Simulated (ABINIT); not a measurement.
# NaCl (Fm-3m): G0W0 with ABINIT, start to end, part 3 of 3

How does a plane-wave GW calculation on NaCl (Fm-3m) run from the first input to the gap?

ABINIT 10.8.3; PBE and many-body steps on it, plane waves. Known limits of the many-body steps: not at the basis limit; coarse k mesh.

So far. Step 4 (Empty states on the mesh, 4×4×4 mesh, 30 bands): On this mesh the gap is 5.150 eV. Step 5 (Screening, 4×4×4 mesh, 26 bands, screening to 87.1 eV): Local fields lower ε∞ by 15 %. On a Γ-centred mesh this coarse the value itself is usually too large, while a short band sum pulls it down.

The database entry behind the starting cell differs from later determinations by our own check (an axis about 0.4 % short against later determinations), so it need not match the best structure at ambient conditions.

## (6) Self-energy, 4×4×4 mesh, 26 bands, screening to 87.1 eV

The self-energy is evaluated for the states that the input lists, and the levels follow from it, in one-shot runs by the linearised quasiparticle equation.

This step: G0W0 on PBE, plane waves, norm-conserving pseudopotentials.

Input file run.abi:

```
acell 3*1.0 Angstrom
rprim 
  0.000000000000 2.810000000000 2.810000000000
  2.810000000000 0.000000000000 2.810000000000
  2.810000000000 2.810000000000 0.000000000000
ntypat 2
znucl 11 17
natom 2
typat 1 2
xred 
  0.000000000000 0.000000000000 0.000000000000
  0.500000000000 0.500000000000 0.500000000000
pp_dirpath "pseudos"
pseudos "Na.upf, Cl.upf"
ecut 38
ngkpt 4 4 4
nshiftk 1
shiftk 0 0 0
kptopt 1
chksymbreak 0
istwfk *1
occopt 1
irdwfk 1
optdriver 4
nband 26
gwcalctyp 0
ecutsigx 38
symsigma 1
nkptgw 1
kptgw 
  0.0000000000 0.0000000000 0.0000000000
bdgw 
  6 12
ecuteps 3.2
irdscr 1
ppmodel 1
indata_prefix "in"
outdata_prefix "out"
tmpdata_prefix "tmp"
```

Started as:

```console
OMP_NUM_THREADS=1 mpirun -n 4 abinit run.abi > log
```

Numbers of over 12 decimals in the logs are rounded to 6 here.

What it wrote:

```text
.Version 10.8.3 of ABINIT. v10.8.2 released Aug 2026.

 Symmetries : space group Fm -3 m (#225); Bravais cF (face-center cubic)
[... echo of the input left out ...]
== DATASET  1 ==================================================================
-   mpi_nproc: 4, omp_nthreads: 1 (-1 if OMP is not activated)

--- !DatasetInfo
iteration_state: {dtset: 1, }
dimensions: {natom: 2, nkpt: 8, mband: 26, nsppol: 1, nspinor: 1, nspden: 1, mpw: 3383, }
cutoff_energies: {ecut:  38.0, pawecutdg:  -1.0, }
electrons: {nelect:   1.60000000E+01, charge:   0.00000000E+00, occopt:   1.00000000E+00, tsmear:   1.00000000E-02, }

 SIGMA: Calculation of the GW corrections

 Based on a program developped by R.W. Godby, V. Olevano, G. Onida, and L. Reining.
 Incorporated in ABINIT by V. Olevano, G.-M. Rignanese, and M. Torrent.
.Using double precision arithmetic ; gwpc =  8

[... cell and pseudopotentials left out ...]
--------------------------------------------------------------------------------

 ==== K-mesh for the wavefunctions ====
 Number of points in the irreducible wedge :     8
[... list of points left out ...]
 Together with 48 symmetry operations and time-reversal symmetry
 yields    64 points in the full Brillouin Zone.

 ==== Q-mesh for screening function ====
 Number of points in the irreducible wedge :     8
[... list of points left out ...]
 Together with 48 symmetry operations and time-reversal symmetry
 yields    64 points in the full Brillouin Zone.

 vcoul_init : cutoff-mode = AUXILIARY_FUNCTION
 q-points for optical limit:   1
     1)      0.000010    0.000020    0.000030
 setmesh: FFT mesh size selected  =    45x   45x   45
          total number of points  =        91125

 Number of electrons calculated from density =   16.0000; Expected =   16.0000
 average of density, n =  0.053429
 r_s =    1.6471
 omega_plasma =   22.2968 [eV]

 === KS Band Gaps ===
  >>>> For spin  1
   Minimum direct gap =   5.1497 [eV], located at k-point      :   0.0000  0.0000  0.0000
   Fundamental gap    =   5.1497 [eV], Top of valence bands at :   0.0000  0.0000  0.0000
                                       Bottom of conduction at :   0.0000  0.0000  0.0000
 SIGMA fundamental parameters:
 PLASMON POLE MODEL  1
 number of plane-waves for SigmaX                 3383
 number of plane-waves for SigmaC and W             65
 number of plane-waves for wavefunctions          3383
 number of bands                                    26
 number of independent spin polarizations            1
 number of spinorial components                      1
 number of k-points in IBZ                           8
 number of q-points in IBZ                           8
 number of symmetry operations                      48
 number of k-points in BZ                           64
 number of q-points in BZ                           64
 number of frequencies for dSigma/dE                 9
 frequency step for dSigma/dE [eV]                0.25
 number of omega for Sigma on real axis              0
 max omega for Sigma on real axis  [eV]           0.00
 zcut for avoiding poles [eV]                     0.10

 EPSILON^-1 parameters (SCR file):
 dimension of the eps^-1 matrix on file             65
 dimension of the eps^-1 matrix used                65
 number of plane-waves for wavefunctions          3383
 number of bands                                    26
 number of q-points in IBZ                           8
 number of frequencies                               2
 number of real frequencies                          1
 number of imag frequencies                          1

 matrix elements of self-energy operator (all in [eV])

 Perturbative Calculation

--- !SelfEnergy_ee
iteration_state: {dtset: 1, }
kpoint     : [   0.000,    0.000,    0.000, ]
spin       : 1
KS_gap     :    5.150
QP_gap     :    7.922
Delta_QP_KS:    2.772
data: !SigmaeeData |
     Band     E0 <VxcDFT>   SigX SigC(E0)      Z dSigC/dE  Sig(E)    E-E0       E
        6  -0.539 -14.493 -18.927   2.561   0.819  -0.221 -16.027  -1.533  -2.072
        7  -0.539 -14.493 -18.927   2.561   0.819  -0.221 -16.027  -1.533  -2.072
        8  -0.539 -14.493 -18.927   2.561   0.819  -0.221 -16.027  -1.533  -2.072
        9   4.611  -8.178  -4.163  -2.590   0.869  -0.150  -6.939   1.239   5.850
       10  10.523  -8.376  -3.599  -2.538   0.865  -0.156  -6.439   1.937  12.460
       11  10.523  -8.376  -3.599  -2.538   0.865  -0.156  -6.439   1.937  12.460
       12  10.523  -8.376  -3.599  -2.538   0.865  -0.156  -6.439   1.937  12.460

== END DATASET(S) ==============================================================
================================================================================

 -outvars: echo values of variables after computation  --------
           etotal      0.0000000000E+00
            nband          26
             nkpt           8
          spgroup         225
 [... the other variables as echoed above ...]

 Calculation completed.
```

Wall time 3.9 s (4 MPI ranks of Arm Neoverse N1, shared host); peak memory 0.59 GiB; 15 s of CPU time.

This step gave:

| Item | Value |
| --- | --- |
| G0W0 gap on the points computed | 7.922 eV |
| starting gap on the mesh | 5.150 eV |
| k of the valence top | 0, 0, 0 |
| k of the conduction bottom | 0, 0, 0 |
| Z at the valence top | 0.819 |
| Z at the conduction bottom | 0.869 |
| least direct G0W0 gap on the computed points | 7.922 eV |

The gap on the mesh goes from 5.15 eV to 7.92 eV, a correction of +2.77 eV.

Limits: finite bands, cutoff and mesh; coarse k mesh. v1 is the top filled band, c1 the lowest empty one. The levels before and after the correction (eV, zero at the valence-band top of each column):

|  | conduction bottom | valence top |
| --- | --- | --- |
| Kohn-Sham | 5.15 | 0.00 |
| G0W0 | 7.92 | 0.00 |

```
             level  energy (eV)
Kohn-Sham  Γ v3-v1        0.000
Kohn-Sham     Γ c1        5.150
Kohn-Sham  Γ c2-c4       11.062
     G0W0  Γ v3-v1        0.000
     G0W0     Γ c1        7.922
     G0W0  Γ c2-c4       14.532
```

## (7) Where the time went

Times are wall times on 4 MPI ranks of Arm Neoverse N1, shared host, good to a factor of about two.

```csv
step,time,share,memory (GiB)
ground state,14 s,26 %,0.36
bands along the symmetry lines,20 s,36 %,0.31
empty states on the mesh,8.5 s,16 %,0.28
screening,8 s,15 %,0.48
self-energy,3.9 s,7 %,0.59
```

## (8) Outcome

```yaml
pbe_gap: 5.15 eV, direct
g0w0_gap_on_the_mesh: 7.92 eV
gw_settings: 4×4×4 mesh, 26 bands, screening to 87.1 eV, Godby-Needs plasmon pole
known_limits: not at the basis limit; coarse k mesh
```

**Reading.** G0W0 moves the gap on the mesh from 5.15 eV to 7.92 eV (+2.77 eV), with Z of 0.82 and 0.87 at the edges. Local fields lower the RPA ε∞ on this mesh from 2.77 to 2.36; a Γ-centred mesh this coarse tends to raise both, most where the direct gap is narrow, while a short band sum lowers them. Only 1 of the mesh's irreducible points was corrected, so a valley elsewhere could overtake. Bands and cutoff are finite, so the gap is not at the basis limit. The miss can reach some tenths of an eV and take either sign; the mesh is an error of its own. In the G0W0 run levels were corrected at 1 k point alone, so a gap called «on the mesh» is the least over those, and an edge elsewhere would be missed. The 4×4×4 mesh is coarse for this cell, which bears on the long-range parts of exchange and screening.

[Paths, hosts, dates, memory and timing lines, banners, echoed tables and standing remarks are left out of the program output.]

[Logs are printed without paths, hosts, clocks, repeated set-up lines and the standing remarks that a program may print on its own settings, such as how far it seeks lower states.]

[Runs of the session that timed out or met a known fault of the program may be left out.]

[Hosts, paths, dates, database ids (printed as entryN), source tags and the programs' standing remarks are cut or masked in the printed files.]

[G0W0 gaps are taken among the corrected bands and points alone; a level outside them can change the order at an edge.]

[Where Ansatz stands beside ABINIT at settings called matched, ABINIT's density can come from a denser mesh and the files from another edition; pairs whose starting gaps differed by over 0.03 eV were left out, so agreement reads better than it is.]
